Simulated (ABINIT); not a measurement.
# A GW chain in ABINIT: LiCNO (R3m)

Aim: the G0W0 gap of LiCNO (R3m) on PBEsol, step by step.

Main program and level: ABINIT 10.8.3; PBEsol and many-body steps on it, plane waves.

**1. Starting point**

Symmetry: R3m, No. 160, trigonal system. Conventional cell: a = 3.288 Å, b = 3.288 Å, c = 14.286 Å, α = 90.00°, β = 90.00°, γ = 120.00°. Li has 3 N at 2.18 Å and 3 O at 2.28 Å nearest. C has 1 N at 1.19 Å and 1 O at 1.23 Å nearest. Nearest to N lie 1 C at 1.19 Å and 3 Li at 2.18 Å. O has 1 C at 1.23 Å and 3 Li at 2.28 Å nearest. Farther neighbours and most contacts between anions are not listed.

The cell and positions are those that the Materials Project relaxed with its own functionals (PBE, PBE+U or r2SCAN), kept fixed.

**2. Ground state**

This step: ABINIT 10.8.3; DFT, PBEsol, plane waves, norm-conserving pseudopotentials.

The ground-state density comes first.

run.abi reads:

```
acell 3*1.0 Angstrom
rprim 
  1.643988180588 0.949157018607 4.762053928800
  -1.643988180588 0.949157018607 4.762053928800
  -0.000000000000 -1.898314037214 4.762053928800
ntypat 4
znucl 3 6 7 8
natom 4
typat 1 2 3 4
xred 
  0.005259000000 0.005259000000 0.005259000000
  0.497462000000 0.497462000000 0.497462000000
  0.413960000000 0.413960000000 0.413960000000
  0.583333333333 0.583333333333 0.583333333333
pp_dirpath "pseudos"
pseudos "Li.upf, C.upf, N.upf, O.upf"
ecut 37
ngkpt 8 8 8
nshiftk 1
shiftk 0 0 0
kptopt 1
chksymbreak 0
nband 15
occopt 1
tolvrs 1e-10
nstep 60
prtwf 0
optforces 0
optstress 0
indata_prefix "in"
outdata_prefix "out"
tmpdata_prefix "tmp"
```

Command:

```bash
$ OMP_NUM_THREADS=1 mpirun -n 4 abinit run.abi > log
```

Numbers of over 12 decimals in the logs are rounded to 6 here.

The log of the run:

```text
.Version 10.8.3 of ABINIT. v10.8.2 released Aug 2026.

 Symmetries : space group R3 m (#160); Bravais hR (rhombohedral)
================================================================================
 Values of the parameters that define the memory need of the present run
     intxc =       0    ionmov =       0      iscf =       7    lmnmax =       5
     lnmax =       5     mgfft =      54  mpssoang =       3    mqgrid =    3001
     natom =       4  nloc_mem =       1    nspden =       1   nspinor =       1
    nsppol =       1      nsym =       6    n1xccc =    2501    ntypat =       4
    occopt =       1   xclevel =       2
-    mband =          15        mffmem =           1         mkmem =          17
       mpw =        3268          nfft =      157464          nkpt =          65
================================================================================
  Rough estimation (10% accuracy) of disk space for files :
================================================================================

--------------------------------------------------------------------------------
------------- Echo of variables that govern the present computation ------------
--------------------------------------------------------------------------------
 -outvars: echo values of preprocessed input variables --------
            acell      1.8897261259E+00  1.8897261259E+00  1.8897261259E+00 Bohr

      chksymbreak           0
             ecut      3.70000000E+01 Hartree
-          fftalg         312

              ixc     -116133
              kpt      0.00000000E+00  0.00000000E+00  0.00000000E+00
                       1.25000000E-01  0.00000000E+00  0.00000000E+00
                       2.50000000E-01  0.00000000E+00  0.00000000E+00
                       3.75000000E-01  0.00000000E+00  0.00000000E+00
                       5.00000000E-01  0.00000000E+00  0.00000000E+00
                       1.25000000E-01  1.25000000E-01  0.00000000E+00
                       2.50000000E-01  1.25000000E-01  0.00000000E+00
                       3.75000000E-01  1.25000000E-01  0.00000000E+00
                       5.00000000E-01  1.25000000E-01  0.00000000E+00
   [... 39 further rows ...]
                       5.00000000E-01  2.50000000E-01  2.50000000E-01
                      -3.75000000E-01  2.50000000E-01  2.50000000E-01
                       outvar_i_n : Printing only first  50 k-points.
         kptrlatt        8    0    0      0    8    0      0    0    8
          kptrlen      4.97069986E+01
P           mkmem          17
            natom           4
            nband          15
            ngfft          54      54      54
             nkpt          65
            nstep          60
             nsym           6
           ntypat           4
              occ      2.000000  2.000000  2.000000  2.000000  2.000000  2.000000
                       2.000000  2.000000  2.000000  0.000000  0.000000  0.000000
[...]
optforces           0
        optstress           0
            prtwf           0
            rprim      1.6439881806E+00  9.4915701861E-01  4.7620539288E+00
[...]
spgroup         160

           tolvrs      1.00000000E-10

             xred      5.2590000000E-03  5.2590000000E-03  5.2590000000E-03
[...]
znucl        3.00000    6.00000    7.00000    8.00000

================================================================================

 chkinp: Checking input parameters for consistency.

================================================================================
== DATASET  1 ==================================================================
-   mpi_nproc: 4, omp_nthreads: 1 (-1 if OMP is not activated)

--- !DatasetInfo
iteration_state: {dtset: 1, }
dimensions: {natom: 4, nkpt: 65, mband: 15, nsppol: 1, nspinor: 1, nspden: 1, mpw: 3268, }
cutoff_energies: {ecut:  37.0, pawecutdg:  -1.0, }
electrons: {nelect:   1.80000000E+01, charge:   0.00000000E+00, occopt:   1.00000000E+00, tsmear:   1.00000000E-02, }

 Real(R)+Recip(G) space primitive vectors, cartesian coordinates (Bohr,Bohr^-1):
 R(1)=  3.1066874  1.7936468  8.9989777  G(1)=  0.1609431  0.0929206  0.0370412
 R(2)= -3.1066874  1.7936468  8.9989777  G(2)= -0.1609431  0.0929206  0.0370412
 R(3)=  0.0000000 -3.5872936  8.9989777  G(3)=  0.0000000 -0.1858411  0.0370412
 Unit cell volume ucvol=  3.0087002E+02 bohr^3
 Angles (23,13,12)=  3.74088131E+01  3.74088131E+01  3.74088131E+01 degrees

 getcut: wavevector=  0.0000  0.0000  0.0000  ngfft=  54  54  54
         ecut(hartree)=     37.000   => boxcut(ratio)=   2.03673

--- Pseudopotential description ------------------------------------------------
- Li Generated using ONCVPSP code by D. R. Hamann
-  3.00000   3.00000  180301                  znucl, zion, pspdat
12 -116133 1 -1 1944                          pspcod,pspxc,lmax,lloc,mmax
     nproj     2     2     0
  pspatm : epsatm=    2.60875052
         --- l  ekb(1:nproj) -->
[...]
pspatm: atomic psp has been read  and splines computed

- C Generated using ONCVPSP code by D. R. Hamann
-  6.00000   4.00000  180301                  znucl, zion, pspdat
12 -116133 1 -1 1248                          pspcod,pspxc,lmax,lloc,mmax
     nproj     2     2     0
  pspatm : epsatm=    4.34909242
         --- l  ekb(1:nproj) -->
[...]
pspatm: atomic psp has been read  and splines computed

- N Generated using ONCVPSP code by D. R. Hamann
-  7.00000   5.00000  180301                  znucl, zion, pspdat
12 -116133 1 -1 1058                          pspcod,pspxc,lmax,lloc,mmax
     nproj     2     2     0
  pspatm : epsatm=    5.26508482
         --- l  ekb(1:nproj) -->
[...]
pspatm: atomic psp has been read  and splines computed

- O Generated using ONCVPSP code by D. R. Hamann
-  8.00000   6.00000  180301                  znucl, zion, pspdat
12 -116133 2 -1 936                           pspcod,pspxc,lmax,lloc,mmax
     nproj     2     2     1
  pspatm : epsatm=    6.22910120
         --- l  ekb(1:nproj) -->
[...]
2   -1.335834
 pspatm: atomic psp has been read  and splines computed

   3.32136521E+02                                ecore*ucvol(ha*bohr**3)
--------------------------------------------------------------------------------

_setup2: Arith. and geom. avg. npw (full set) are    3233.705    3233.687

================================================================================

--- !BeginCycle
iteration_state: {dtset: 1, }
solver: {iscf: 7, nstep: 60, nline: 4, wfoptalg: 0, }
tolerances: {tolvrs: 1.00E-10, }

     iter   Etot(hartree)      deltaE(h)  residm     vres2
 ETOT  1  -39.842518817687    -3.984E+01 9.290E-02 2.308E+03
 ETOT  2  -39.811698908551     3.082E-02 4.839E-03 2.473E+03
 ETOT  3  -40.032319619257    -2.206E-01 1.201E-02 2.256E+02
 ETOT  4  -40.040657649357    -8.338E-03 2.885E-03 2.833E+01
 ETOT  5  -40.041642983191    -9.853E-04 1.162E-03 1.533E+01
 ETOT  6  -40.042292461578    -6.495E-04 7.463E-04 1.330E-01
 ETOT  7  -40.042296089630    -3.628E-06 7.916E-04 7.467E-03
 ETOT  8  -40.042296392577    -3.029E-07 4.185E-04 1.155E-04
 ETOT  9  -40.042296396568    -3.991E-09 3.547E-04 2.551E-05
 ETOT 10  -40.042296397009    -4.411E-10 1.668E-04 3.747E-06
 ETOT 11  -40.042296397106    -9.670E-11 1.157E-04 3.036E-07
 ETOT 12  -40.042296397116    -1.023E-11 5.335E-05 7.427E-09
 ETOT 13  -40.042296397116     5.969E-13 3.553E-05 3.838E-10
 ETOT 14  -40.042296397115     6.679E-13 1.668E-05 2.641E-11

 At SCF step   14       vres2   =  2.64E-11 < tolvrs=  1.00E-10 =>converged.

--- !ResultsGS
iteration_state: {dtset: 1, }
comment   : Summary of ground state results
lattice_vectors:
- [  3.1066874,   1.7936468,   8.9989777, ]
- [ -3.1066874,   1.7936468,   8.9989777, ]
- [ -0.0000000,  -3.5872936,   8.9989777, ]
lattice_lengths: [   9.68764,    9.68764,    9.68764, ]
lattice_angles: [ 37.409,  37.409,  37.409, ] # degrees, (23, 13, 12)
lattice_volume:   3.0087002E+02
convergence: {deltae:  6.679E-13, res2:  2.641E-11, residm:  1.668E-05, diffor:  0.000E+00, }
etotal    :  -4.00422964E+01
entropy   :   0.00000000E+00
fermie    :  -2.63743554E-03
cartesian_stress_tensor: null
pressure_GPa: null
xred      :
- [  5.2590E-03,   5.2590E-03,   5.2590E-03, Li]
- [  4.9746E-01,   4.9746E-01,   4.9746E-01,  C]
- [  4.1396E-01,   4.1396E-01,   4.1396E-01,  N]
- [  5.8333E-01,   5.8333E-01,   5.8333E-01,  O]
cartesian_forces: null
force_length_stats: {min: null, max: null, mean: null, }

 Integrated electronic density in atomic spheres:
 ------------------------------------------------
 Atom  Sphere_radius  Integrated_density
[...]
4        2.00000          6.55823048
================================================================================

 ----iterations are completed or convergence reached----

 Mean square residual over all n,k,spin=   24.734E-09; max=  16.681E-06
 reduced coordinates (array xred) for    4 atoms
       0.005259000000      0.005259000000      0.005259000000
       0.497462000000      0.497462000000      0.497462000000
       0.413960000000      0.413960000000      0.413960000000
       0.583333333333      0.583333333333      0.583333333333
 rms dE/dt=  0.0000E+00; max dE/dt=  0.0000E+00; dE/dt below (all hartree)
    1       0.000000000000      0.000000000000      0.000000000000
    2       0.000000000000      0.000000000000      0.000000000000
    3       0.000000000000      0.000000000000      0.000000000000
    4       0.000000000000      0.000000000000      0.000000000000

 cartesian coordinates (angstrom) at end:
    1      0.000000    -0.000000     0.075131
    2     -0.000000     0.000000     7.106823
    3     -0.000000    -0.000000     5.913900
    4     -0.000000    -0.000000     8.333594
 length scales=  1.889726125908  1.889726125908  1.889726125908 bohr
              =  1.000000000000  1.000000000000  1.000000000000 angstroms
 prteigrs : about to open file out_EIG
 Fermi (or HOMO) energy (hartree) =  -0.00264   Average Vxc (hartree)=  -0.33753
 Eigenvalues (hartree) for nkpt=  65  k points:
 kpt#   1, nband= 15, wtk=  0.00195, kpt=  0.0000  0.0000  0.0000 (reduced coord)
  -1.56708   -0.77135   -0.59935   -0.27050   -0.14492   -0.14492   -0.12350   -0.00837
  -0.00837    0.16877    0.28662    0.28662    0.33939    0.47962    0.51960
 prteigrs : prtvol=0 or 1, do not print more k-points.

--- !EnergyTerms
iteration_state     : {dtset: 1, }
comment             : Components of total free energy in Hartree
kinetic             :  2.73032757152292E+01
hartree             :  1.17516753185052E+01
xc                  : -1.08469592370685E+01
Ewald energy        : -2.34817030277182E+01
psp_core            :  1.10392029182113E+00
local_psp           : -3.75140987029362E+01
non_local_psp       : -8.35840675494754E+00
total_energy        : -4.00422963971149E+01
total_energy_eV     : -1.08960639343795E+03
band_energy         : -7.46247759852574E+00

== END DATASET(S) ==============================================================
================================================================================

 -outvars: echo values of variables after computation  --------
           etotal     -4.0042296397E+01
            nband          15
             nkpt          65
          spgroup         160
 [... the other variables as echoed above ...]

 Calculation completed.
```

Run time: 69 s. Hardware: 4 MPI ranks of Arm Neoverse V1, shared host; peak memory 0.43 GiB.

Numbers from this step:

| Item | Value |
| --- | --- |
| total energy | -1089.6064 eV |
| gap | 4.664 eV |
| k of the valence top | 0.5, 0.5, 0.5 |
| k of the conduction bottom | 0, 0, 0 |
| least direct gap | 4.820 eV |

The gap is indirect, with the least direct gap 0.16 eV higher.

[end of part 1 of 3]

[Paths, hosts, dates, memory and timing lines, banners, echoed tables and standing remarks are left out of the program output.]

[Logs are printed without paths, hosts, clocks, repeated set-up lines and the standing remarks that a program may print on its own settings, such as how far it seeks lower states.]

[Runs of the session that timed out or met a known fault of the program may be left out.]

[Hosts, paths, dates, database ids (printed as entryN), source tags and the programs' standing remarks are cut or masked in the printed files.]

[G0W0 gaps are taken among the corrected bands and points alone; a level outside them can change the order at an edge.]

[Where Ansatz stands beside ABINIT at settings called matched, ABINIT's density can come from a denser mesh and the files from another edition; pairs whose starting gaps differed by over 0.03 eV were left out, so agreement reads better than it is.]
